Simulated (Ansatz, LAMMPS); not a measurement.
# Settings and their price: glassy 61Al2O3-39P2O5 (mol %) (104 atoms)

Density of this cell: 2.78 g/cm³. The cell holds 104 atoms: 22 Al, 14 P and 68 O. Cell: a = 10.807 Å, b = 10.807 Å, c = 10.807 Å, α = 90.0°, β = 90.0°, γ = 90.0°. 104 atoms (22 Al, 14 P, 68 O) placed at random at 2.66 g/cm³, melted at 4000 K for 10 ps at fixed volume with the Morse and Coulomb pair potential with partial charges (Pedone, Malavasi, Menziani, Cormack and Segre, J. Phys. Chem. B 110, 11780 (2006)). Quenched from 4000 K to 300 K at 50 K/ps and fixed volume, held 10 ps at zero pressure.

Geometry: as built.

Reference run: Kohn-Sham DFT, PBE, PAW (set soft_2), plane waves (Ansatz 0.2.0), cutoff 750 eV, Γ point, fixed occupations.

| Item | Value |
| --- | --- |
| r.m.s. force component | 1.183 eV/Å |
| gap (highest filled to lowest empty level) | 2.391 eV |
| SCF cycles | 9 |
| time | 20 s on 4 threads of Intel Xeon Platinum 8488C (Sapphire Rapids), shared host |

**Question.** The same geometry is run again with each of these changes. How far do the results move, and how long does each run take?
- support functions medium
- support functions low
- support functions medium, radius 3.47 Å
- support functions medium, radius 3.75 Å
- support functions medium, radius 4.0 Å
- support functions medium, radius 4.29 Å
- support functions medium, radius 4.82 Å
- support functions medium, radius 5.36 Å

Differences are against the run with plane waves at 750 eV (Kohn-Sham DFT, PBE, PAW (set soft_2), plane waves), whose r.m.s. force component is 1.18 eV/Å. Energies are set beside the reference only for runs with its functional, potentials and electron count. Times are for 4 threads of Intel Xeon Platinum 8488C (Sapphire Rapids), shared host.

| run | Δ force, r.m.s. (meV/Å) | share of r.m.s. force (%) | Δ energy (meV/atom) | Δ gap (eV) | cycles | time | host memory (GiB) |
| --- | --- | --- | --- | --- | --- | --- | --- |
| reference | - | - | - | - | 9 | 20 s | 3.3 |
| support functions medium | 0.622 | 0.0526 | -0.884 | -0.0015 | 14 | 88 s | 3.6 |
| support functions low | 0.797 | 0.0674 | -0.867 | -0.0029 | 12 | 84 s | 3.5 |
| support functions medium, radius 3.47 Å | 0.731 | 0.0618 | -0.884 | -0.0018 | 14 | 90 s | 3.4 |
| support functions medium, radius 3.75 Å | 0.527 | 0.0446 | -0.884 | -0.0011 | 14 | 1.9 min | 3.9 |
| support functions medium, radius 4.0 Å | 0.445 | 0.0376 | -0.884 | -9.0e-4 | 14 | 2.1 min | 4.4 |
| support functions medium, radius 4.29 Å | 0.399 | 0.0337 | -0.884 | -8.0e-4 | 14 | 2.6 min | 5.0 |
| support functions medium, radius 4.82 Å | 0.414 | 0.035 | -0.884 | -8.0e-4 | 14 | 3.8 min | 6.2 |
| support functions medium, radius 5.36 Å | 0.444 | 0.0375 | -0.884 | -0.001 | 14 | 5.9 min | 7.1 |

Among numerical settings the force difference runs from 0.40 meV/Å (support functions medium, radius 4.29 Å) to 0.80 meV/Å (support functions low). At 104 atoms the fastest of the runs at a preset level, support functions low, takes 4.3 times the time of plane waves, in 12 SCF cycles against 9. Differences between support functions and plane waves include what basis error the plane-wave run still has. As the radius goes from 3.47 to 5.36 Å, the force difference goes from 0.73 to 0.44 meV/Å (not steadily; the least is 0.40 at 4.29 Å), and the time from 90 s to 5.9 min. 

[Hosts, paths, dates, database ids (printed as entryN), source tags and the programs' standing remarks are cut or masked in the printed files.]
